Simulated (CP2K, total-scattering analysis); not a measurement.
**From S(Q) to neighbour shells**

The sample: aqueous LiCl (28 H2O, 4 Li+ and 4 Cl-; O 30.4, H 60.9, Li 4.3, Cl 4.3 atom %) at 330 K, fixed volume, ρ₀ = 0.0945 Å⁻³. The data come from ab initio molecular dynamics with CP2K (revPBE-D3(BJ), Gaussian and plane waves, DZVP-MOLOPT-SR basis, GTH potentials, 400 Ry, CSVR thermostat, no spin, fixed volume, H with the mass of D). The average runs over 0.48 ps of 92 atoms, so shells between rare elements are rough. Mean temperature 323 K, largest m.s.d. 0.66 Å², energy drift +4 meV an atom (last third less first, no steady trend); the first quarter of the run is discarded. Start: last frame of a classical run of this cell at the same density and temperature. So short a stretch relaxes bonds and nearest shells but still remembers its start. It is a liquid as far as so short a run tells.

The totals are in Faber–Ziman form. Below 4 Å⁻¹ the partials are summed on the cell's own reciprocal vectors (from 0.63 Å⁻¹) and folded with a Gaussian of σ = 0.14 Å⁻¹; above it they are transforms of g(r) out to 6.7 Å, tapered over the last 40 %. The fold lowers sharp peaks, and with so few vectors their positions are good to about 0.1 Å⁻¹. X-rays take neutral-atom form factors, neutrons coherent lengths (O 5.8037, H 6.6681, Li -1.93, Cl 9.5792 fm). Hydrogen is taken as deuterium. Absorption by Li is ignored. G(r) = 4πrρ₀[g(r) − 1] carries the resolution of a Lorch-windowed transform up to 20 Å⁻¹. The patterns are simulated, not measured. The cell is small: beyond half the box only the part of each shell inside it is counted, and low-Q values rest on few vectors.

X-ray, Q (Å⁻¹) and value: 0.6 -1.09, 0.9 -1.01, 1.2 -0.67, 1.5 -0.09, 1.8 0.87, 2.1 1.83, 2.4 1.85, 2.7 1.63, 3.0 0.90, 3.3 0.53, 3.6 0.49, 3.9 0.97, 4.2 1.29, 4.5 1.27, 4.8 1.05, 5.1 0.86, 5.4 0.76, 5.7 0.77, 6.0 0.93, 6.3 1.13, 6.6 1.18, 6.9 1.05, 7.2 0.93, 7.5 0.96, 7.8 1.03, 8.1 1.03, 8.4 1.01, 8.7 1.02, 9.0 1.01, 9.3 0.94, 9.6 0.94, 9.9 1.04, 10.2 1.08, 10.5 1.02, 10.8 0.96, 11.1 0.97, 11.4 0.98, 11.7 0.98, 12.0 1.00

neutron, Q (Å⁻¹) and value: 0.6 0.05, 0.9 0.21, 1.2 0.48, 1.5 0.65, 1.8 1.50, 2.1 2.06, 2.4 1.63, 2.7 0.98, 3.0 0.74, 3.3 0.79, 3.6 0.82, 3.9 0.95, 4.2 0.93, 4.5 0.82, 4.8 0.73, 5.1 0.73, 5.4 0.81, 5.7 0.90, 6.0 0.97, 6.3 1.01, 6.6 1.03, 6.9 1.03, 7.2 1.05, 7.5 1.07, 7.8 1.11, 8.1 1.15, 8.4 1.18, 8.7 1.18, 9.0 1.13, 9.3 1.07, 9.6 1.00, 9.9 0.96, 10.2 0.92, 10.5 0.88, 10.8 0.86, 11.1 0.86, 11.4 0.88, 11.7 0.91, 12.0 0.94

G(r):

| r (Å) | X-ray | neutron |
| --- | --- | --- |
| 0.6 | -0.34 | -0.77 |
| 0.7 | -0.29 | -0.94 |
| 0.8 | -0.21 | 0.27 |
| 0.9 | -0.15 | 2.53 |
| 1.0 | -0.20 | 3.35 |
| 1.1 | -0.41 | 1.62 |
| 1.2 | -0.71 | -0.78 |
| 1.3 | -1.01 | -1.64 |
| 1.4 | -1.27 | -1.00 |
| 1.5 | -1.48 | -0.28 |
| 1.6 | -1.61 | -0.19 |
| 1.7 | -1.63 | -0.61 |
| 1.8 | -1.50 | -1.15 |
| 1.9 | -1.31 | -1.39 |
| 2.0 | -1.27 | -1.24 |
| 2.1 | -1.45 | -0.95 |
| 2.2 | -1.73 | -0.72 |
| 2.3 | -2.01 | -0.63 |
| 2.4 | -2.20 | -0.80 |
| 2.5 | -2.06 | -1.10 |
| 2.6 | -1.44 | -1.24 |
| 2.7 | -0.68 | -1.15 |
| 2.8 | -0.13 | -0.89 |
| 2.9 | 0.53 | -0.49 |
| 3.0 | 1.74 | 0.05 |
| 3.1 | 2.98 | 0.59 |
| 3.2 | 3.33 | 0.96 |
| 3.3 | 2.70 | 1.12 |
| 3.4 | 1.66 | 1.14 |
| 3.5 | 0.78 | 1.13 |
| 3.6 | 0.22 | 1.12 |
| 3.7 | -0.06 | 1.04 |
| 3.8 | -0.13 | 0.87 |
| 3.9 | -0.16 | 0.66 |
| 4.0 | -0.23 | 0.44 |
| 4.1 | -0.30 | 0.20 |
| 4.2 | -0.31 | 0.00 |
| 4.3 | -0.29 | -0.10 |
| 4.4 | -0.26 | -0.11 |
| 4.5 | -0.25 | -0.14 |
| 4.6 | -0.27 | -0.24 |
| 4.7 | -0.32 | -0.36 |
| 4.8 | -0.24 | -0.40 |
| 4.9 | 0.14 | -0.37 |
| 5.0 | 0.78 | -0.35 |
| 5.1 | 1.18 | -0.35 |
| 5.2 | 0.83 | -0.33 |
| 5.3 | -0.03 | -0.29 |
| 5.4 | -0.70 | -0.25 |
| 5.5 | -0.72 | -0.20 |
| 5.6 | -0.19 | -0.12 |
| 5.7 | 0.37 | -0.02 |
| 5.8 | 0.57 | 0.08 |
| 5.9 | 0.33 | 0.19 |
| 6.0 | -0.21 | 0.32 |

**Question.** Which pairs make the maxima of G(r) below 4.5 Å, and what can the data say of the number of neighbours?

Each pair enters with the weight ci cj fi fj (2 − δij)/⟨f⟩², taking f = Z for X-rays at Q = 0: H–H 0.02 / 0.43; O–O 0.39 / 0.08; O–H 0.19 / 0.38; O–Cl 0.24 / 0.04; H–Cl 0.06 / 0.09; O–Li 0.04 / -0.01; Cl–Cl 0.04 / 0.00; H–Li 0.01 / -0.02 (X-ray / neutron).

| radiation | maximum (Å) | G (Å⁻²) | pairs that make it (share of the curvature of G, each pair at the same resolution) |
| --- | --- | --- | --- |
| X-ray | 1.97 | -1.26 | O–Li 96 % |
| X-ray | 3.18 | 3.37 | O–Cl 97 % |
| neutron | 0.98 | 3.46 | O–H 100 % |
| neutron | 1.56 | -0.14 | H–H 99 % |
| neutron | 2.29 | -0.62 | H–H 44 %, H–Cl 43 % |
| neutron | 3.38 | 1.14 | O–H 88 % |

The first neutron peak is mostly one pair, so its area estimates the neighbours: ∫ r [G + 4πρ₀r] dr from 0.53 to 1.26 Å is 1.25, and times c(H)/weight = 0.609/0.378 gives 2.0 H around each O; the count from the coordinates is 2.00.

From the coordinates:

| pair | first peak (Å) | g there | first minimum (Å) | g there | neighbours | kind |
| --- | --- | --- | --- | --- | --- | --- |
| O–H | 0.98 | 32.5 | 1.26 | 0.00 | 2.0 H per O, 1.0 O per H | within molecules |
| H–H | 1.56 | 3.6 | 1.84 | 0.11 | 1.0 | within molecules |
| O–Li | 1.99 | 9.2 | 2.52 | 0.04 | 0.5 Li per O, 3.7 O per Li | between molecules |
| H–Cl | 2.28 | 3.4 | 2.90 | 0.24 | 0.4 Cl per H, 5.5 H per Cl | between molecules |
| Li–Cl | 2.51 | 1.5 | 3.02 | 0.00 | 0.2 Cl per Li, 0.2 Li per Cl | between molecules |
| H–Li | 2.61 | 4.0 | 3.16 | 0.40 | 0.6 Li per H, 8.6 H per Li | between molecules |
| O–O | 2.75 | 2.4 | 4.14 | 0.90 | no clear end of the shell | between molecules |
| O–Cl | 3.19 | 3.7 | 3.80 | 0.70 | 1.0 Cl per O, 6.8 O per Cl | between molecules |

Distances within molecules give the sharpest pair functions, and with hydrogen they rule the neutron S(Q) at high Q: O–H 0.98 Å and H–H 1.56 Å (first peaks only). Between molecules or ions, shells with a clear end include O–Li at 1.99 Å (0.5 Li per O, 3.7 O per Li) and Li–Cl at 2.51 Å (0.2 Cl per Li, 0.2 Li per Cl). Li holds 3.7 O and 0.2 Cl in its first shell, 4.0 in all; contact pairs exchange slowly and may come from the start. On the last frame 96 % of the H on O, N or F point at an acceptor of another molecule or at an anion within hydrogen-bond range (2.35 Å to O, N, F; 2.85 Å to Cl, Br, I).
